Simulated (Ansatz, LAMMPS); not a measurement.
# Cu in place of Zn at several sites of amorphous 30In2O3-33ZnO-37SnO2 (mol %) (98 atoms): runs compared

Aim: make Cu in place of Zn at several sites of amorphous 30In2O3-33ZnO-37SnO2 (mol %) (98 atoms), relax each, and compare their energies.

Computed with Ansatz 0.2.0: Kohn-Sham DFT, PBE, PAW (set soft_2), plane waves.

## (1) The cell as built

The cell holds 98 atoms: 18 In, 10 Zn, 11 Sn and 59 O. Its edges and angles: a = 10.945 Å, b = 10.945 Å, c = 10.945 Å, α = 90.0°, β = 90.0°, γ = 90.0°. 98 atoms (18 Sc, 10 Zn, 11 Sn, 59 O) placed at random at 4.81 g/cm³, melted at 5000 K for 10 ps at fixed volume with the Morse and Coulomb pair potential with partial charges (Pedone, Malavasi, Menziani, Cormack and Segre, J. Phys. Chem. B 110, 11780 (2006)). Quenched from 5000 K to 300 K at 100 K/ps and fixed volume, held 10 ps at zero pressure, then minimised at fixed cell. Then Sc was replaced by In and the cell scaled by 1.022 (the potential has no terms for the new elements, so the cell is a start for a DFT relaxation).

What the set-up can't give: The quench rate of 100 K/ps is many orders above laboratory rates, so the cell is likely richer in defects and strain than a real sample. The network of bonds at the start is that of the classical potential that made the cell, and needn't be the one that DFT or experiment would give. The Brillouin zone is sampled at Γ only, in a cell whose shortest periodic width is 11 Å.

## (2) The reference run

The reference is a single point at the end of the relaxation.

Every defect cell starts from the geometry of this run and is relaxed in the fixed cell.

Its input, with most atom lines left out:

```yaml
crystal:
  lattice:
    - [10.94523, 0.0, 0.0]
    - [0.0, 10.94523, 0.0]
    - [0.0, 0.0, 10.94523]
  atoms:
    - { symbol: In, position: [0.10321, 0.31154, 0.31971] }
    - { symbol: In, position: [0.07899, 0.67523, 0.67224] }
    - { symbol: In, position: [0.78676, 0.77096, 0.82493] }
    - { symbol: In, position: [0.51263, 0.62632, 0.65386] }
    - { symbol: In, position: [0.29151, 0.10883, 0.51576] }
    - { symbol: In, position: [0.76336, 0.48785, 0.85752] }
    - { symbol: In, position: [0.29376, 0.45381, 0.82313] }
    [... atom lines 8 to 98 left out ...]
kpoints:
  mp_grid: { grid: [1, 1, 1] }
hamiltonian:
  xc: pbe
scf:
  occupations: { method: gaussian, width: 0.025 }
output:
  forces: true
  stress: true
  populations: true
  dos:
    method: { smearing: { sigma: 0.08 } }
    de: 0.1
    projected: { site_lists: { In: [In], O: [O], Sn: [Sn], Zn: [Zn] } }
  eigenvalues: true
  write_density: true
  write_potential: true
  volumetric_format: npy
  elf: true
```

```
free energy per atom   : -2384.5734 eV/atom
r.m.s. force component : 0.01215 eV/Å
pressure               : -0.3609 GPa
```

Filled and empty levels are parted by 0.529 eV (at Γ alone); a semilocal functional tends to put such gaps too low. In a disordered cell it changes from sample to sample, and tail or defect levels can set it.

## (3) The runs

Each row is one run, on 4 threads of Intel Xeon Platinum 8488C (Sapphire Rapids), shared host. The free energy is the program's total, comparable only between runs with the same functional, potentials and atoms.

```
                                 run  atoms    outcome  ionic steps, all passes  free energy (eV)     time  host memory (GiB)
           Single point at the start     98  converged                        -       -233686.102     20 s                2.3
                          Relaxation     98  converged                        9       -233688.189    100 s                2.3
Single point at the relaxed geometry     98  converged                        -       -233688.189     23 s                2.3
       Cu on a site of Zn, site Zn28     98  converged                        9       -236991.983  4.8 min                2.5
       Cu on a site of Zn, site Zn21     98  converged                       16       -236992.255  8.9 min                2.4
       Cu on a site of Zn, site Zn23     98  converged                       18       -236992.321  8.4 min                2.5
       Cu on a site of Zn, site Zn19     98  converged                       13       -236992.970    6 min                2.5
       Cu on a site of Zn, site Zn26     98  converged                        9       -236992.495  4.5 min                2.5
       Cu on a site of Zn, site Zn25     98  converged                       13       -236992.318  6.8 min                2.5
```

Local excerpt of 13 atoms (numbers count through the whole input) about site Zn19, the cheapest one, after relaxation; x, y, z are measured from there.

```
atom      x      y      z  distance (Å)  bonds
Cu19  -0.14  -0.66  -0.23          0.71      4
 O89  -1.07   0.05   1.28          1.67      4
 O67   1.49  -0.79   0.67          1.81      3
 O98  -1.58  -0.78  -1.37          2.23      4
 O49   0.81  -1.20  -1.76          2.28      4
Zn24   0.51   0.94   2.21          2.45      4
 O96   0.86   1.74  -1.51          2.46      3
 In3  -0.29   0.50  -2.83          2.89      6
 O93  -1.66   2.63  -0.35          3.13      3
Zn27   1.10  -2.78   0.94          3.14      4
 O41   1.80   2.28   1.38          3.21      4
Sn31   2.88  -1.27  -0.94          3.29      6
Sn38  -2.52   1.89   1.29          3.40      6
```

The column of bonds counts only the pairs O-In within 2.77 Å, O-Sn within 2.73 Å, O-Zn within 2.43 Å, O-Cu within 2.33 Å; other neighbours, such as metal atoms beside each other in a compound, aren't counted, and periodic images can show an atom twice.

## (4) The sites compared

All these cells hold the same atoms, so their energies can be compared with no chemical potential.

```csv
site,neighbours,mean distance (Å),atoms within 6 Å,energy over the best site (eV),before relaxation (eV),gain on relaxing (eV)
Zn19,O4,2.03,62,0.00,0.33,1.21
Zn26,O5,2.08,70,0.48,0.01,0.41
Zn23,O4,2.00,67,0.65,0.01,0.24
Zn25,O4,2.01,65,0.65,0.00,0.22
Zn21,O5,2.13,63,0.72,0.31,0.47
Zn28,O4,1.97,70,0.99,0.31,0.20
```

Neighbours are those of the relaxed host within 2.50 Å (O-Zn); other pairs aren't counted.

## (5) What came out

The cheapest site is Zn19 (4 neighbours, O4); the dearest, Zn28 (4 neighbours, O4), costs 0.99 eV more. By coordination the energies over the best site are 0.00 to 0.99 eV with 4 neighbours and 0.48 to 0.72 eV with 5 neighbours. Relaxation changes the order: the best site before relaxing was Zn25.

**Limits.** Defects are neutral and interact with their images. In a disordered cell the relaxation can also rearrange atoms far from the site. Only 6 of the 10 Zn sites were tried; unless symmetry makes the others alike to these, a cheaper one may exist. The change leaves an odd electron count, and these runs have no spin polarisation. The stress is far from hydrostatic: its diagonal is -3.0, -1.0, 2.9 GPa, compression counted positive.

The DFT runs together took 42 min of wall time.

[Logs are printed without paths, hosts, clocks, repeated set-up lines and the standing remarks that a program may print on its own settings, such as how far it seeks lower states.]

[Hosts, paths, dates, database ids (printed as entryN), source tags and the programs' standing remarks are cut or masked in the printed files.]
